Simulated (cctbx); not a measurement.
**Resonant diffraction in NaTe8Mo6**

Space group R-3 (no. 148), a = 9.7580 Å, b = 9.7580 Å, c = 11.5080 Å, α = 90.00°, β = 90.00°, γ = 120.00°.

```
atom  mult.       x       y       z  Ueq (Å²)
 Te1     18  0.7080  0.0277  0.4163    0.0171
 Te2      6       0       0  0.2206    0.0138
 Mo1     18  0.1482  0.9830  0.3957    0.0148
 Na1      3       0       0       0    0.0232
```

The model was made for the exercise: a known structure type with other elements put in, its volume estimated, not relaxed; displacement parameters are assumed.

Calculated with cctbx: free-atom f′ and f″ from the Sasaki tables, no fine structure; amplitudes in electrons.

```
E (eV)  F 1 1 0  F 0 2 1  F 1 1 3  F 3 -1 1
 19400     59.1    129.1    427.8     152.7
 19750     55.9    129.0    429.3     146.4
 19880     53.0    128.9    430.8     140.9
 19940     50.2    128.9    432.3     135.5
 19970     47.4    128.8    433.8     130.1
 19985     44.6    128.8    435.3     124.7
 19992     42.1    128.7    436.7     119.9
 19996     39.4    128.7    438.2     114.6
 20004     39.8    128.7    438.9     114.8
 20008     43.0    128.7    437.0     121.1
 20015     45.8    128.8    435.4     126.6
 20030     48.8    128.8    433.6     132.4
 20060     51.8    128.8    431.9     138.1
 20150     55.7    128.9    429.6     145.7
 20400     59.9    128.9    426.9     153.9
```

**Question.** Which edge is crossed, and why do the reflections move as they do?

The K edge of Mo. The edge is at 20000 eV. f′ of Mo falls from -4.6 e at 19880 eV to -7.8 e at 4 eV below it, and f″ steps from 0.54 to 3.69 e across it. Over that approach |F| changes by -26 % (1 1 0), -0 % (0 2 1), +2 % (1 1 3) and -19 % (3 -1 1): a reflection falls where Mo scatters in phase with the total and rises where it scatters against it; it hardly moves where the Mo term is small or cancels by symmetry. Above the edge the larger f″ enters the imaginary part, where it can add to or cancel the other atoms' f″. The structure is centrosymmetric, so Friedel mates stay equal.

[Logs are printed without paths, hosts, clocks, repeated set-up lines and the standing remarks that a program may print on its own settings, such as how far it seeks lower states.]
